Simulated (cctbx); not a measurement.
# Reading a Patterson map

Space group I4/mcm (no. 140), a = 5.6060 Å, b = 5.6060 Å, c = 8.4180 Å, α = 90.00°, β = 90.00°, γ = 90.00°, content Ni4 Mn20.

Simulated single-crystal data (cctbx): Mo Kα, λ = 0.71073 Å, to d = 0.8 Å, 50 % of the full sphere, strongest reflection 20000 counts, noise from counting, a 4 % proportional error and a noise floor of 8 counts (s.d.); no absorption.

Patterson synthesis, origin scaled to 1000:

```text
Patterson group I 4/m m m
      u       v       w   height  length (A)
  0.000   0.000   0.000   1000.0     0.00
  0.000   0.000   0.262    606.0     2.20
  0.000   0.000   0.500    343.1     4.21
  0.151   0.351   0.122    268.5     2.38
  0.000   0.301   0.500    250.9     4.53
  0.214   0.214   0.500     94.7     4.54
  0.000   0.300   0.215     83.2     2.47
  0.250   0.250   0.250     30.6     2.89
  0.072   0.072   0.124    -31.9     1.19
  0.077   0.236   0.000    -40.8     1.39
```

Q: Assign the vectors.

A peak at u stands for all pairs with xi − xj = u, with weight Σ ZiZj against Σ Z² = 15636 at the origin. Peak heights follow these weights only roughly, since form factors, motion and series ripples differ, all vectors within 0.55 Å of a peak are counted as merged into it though the farther ones add only part of their weight, and F(000) is left out, which lowers the whole map:

| u | v | w | shortest length (Å) | height | 1000 ΣZiZj/ΣZ² | pairs in the cell |
| --- | --- | --- | --- | --- | --- | --- |
| 0.000 | 0.000 | 0.262 | 2.21 | 606 | 678 | 8 × Ni–Mn, 8 × Mn–Mn |
| 0.000 | 0.000 | 0.500 | 3.96 | 343 | 360 | 4 × Ni–Ni, 4 × Mn–Mn |
| 0.151 | 0.351 | 0.122 | 2.38 | 268 | 339 | 4 × Ni–Mn, 4 × Mn–Mn |
| 0.000 | 0.301 | 0.500 | 3.02 | 251 | 320 | 8 × Mn–Mn |
| 0.214 | 0.214 | 0.500 | 2.27 | 95 | 160 | 4 × Mn–Mn |
| 0.000 | 0.300 | 0.215 | 2.47 | 83 | 160 | 4 × Mn–Mn |

The table stops at ten peaks or at a height of 45, below which ripples compete. In the model behind the data Ni, the heaviest element, has 1 independent site: (0, 0, 1/4), up to an allowed shift of origin; the Ni–Ni vectors are differences of these positions and their symmetry mates. Elements of similar Z can't be told apart from the map alone. The whole model:

```
atom  mult.       x       y       z  Ueq (Å²)
 Ni1      4       0       0     1/4    0.0184
 Mn1     16  0.8494  0.6506  0.1408    0.0251
 Mn2      4     1/2     1/2       0    0.0234
```

The model was made for the exercise: a known structure type with other elements put in, its volume estimated, not relaxed; displacement parameters are assumed.

[Logs are printed without paths, hosts, clocks, repeated set-up lines and the standing remarks that a program may print on its own settings, such as how far it seeks lower states.]
